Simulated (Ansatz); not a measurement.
The compound is K2TcCl6 (started from the K2PtCl6 type) (Fm-3m).

The structure was built from a prototype and need not be the compound's stable phase.

```xyz
9
Lattice="4.6621 0.0000 4.6621 4.6621 4.6621 0.0000 0.0000 4.6621 4.6621" Properties=species:S:1:pos:R:3 pbc="T T T"
K     2.3310    2.3310    2.3310
K     6.9931    6.9931    6.9931
Tc    0.0000    0.0000    0.0000
Cl    2.3098    4.6621    4.6621
Cl    7.0144    4.6621    4.6621
Cl    4.6621    4.6621    2.3098
Cl    4.6621    4.6621    7.0144
Cl    4.6621    2.3098    4.6621
Cl    4.6621    7.0144    4.6621
```

The structure was relaxed with LDA. The structure type comes from a generator and need not be one that this composition takes. The structure was generated from a model, not taken from a measurement. The runs that relaxed it are not among those shown. The program's search for lower electronic states was switched off, so nothing shows that the state found is the lowest. PAW set soft_2, made with PBE.

A constrained-RPA run (Ansatz 0.2.0; non-magnetic LDA; Tc t2g, bands v2 to c1, 2×2×2 mesh, medium accuracy) builds 3 functions on bands 0.84 eV wide, with 3.0 electrons in the window. The bare on-site interaction is 10.9 eV and the bare J 0.36 eV.

Question: Estimate U, U′ and J.

On the Tc t2g shell, U = 3.01 eV (28 % of the bare value), U′ = 2.43 eV, J = 0.25 eV.

The parent state is non-magnetic and the interaction static (zero frequency); U depends on the window and the orbitals, so it belongs to this model alone. Coarse meshes can leave U off its limit, most where the target bands are metallic.

[Paths, hosts, dates, memory and timing lines, banners, echoed tables and standing remarks are left out of the program output.]

[Logs are printed without paths, hosts, clocks, repeated set-up lines and the standing remarks that a program may print on its own settings, such as how far it seeks lower states.]

[Runs of the session that timed out or met a known fault of the program may be left out.]

[Hosts, paths, dates, database ids (printed as entryN), source tags and the programs' standing remarks are cut or masked in the printed files.]
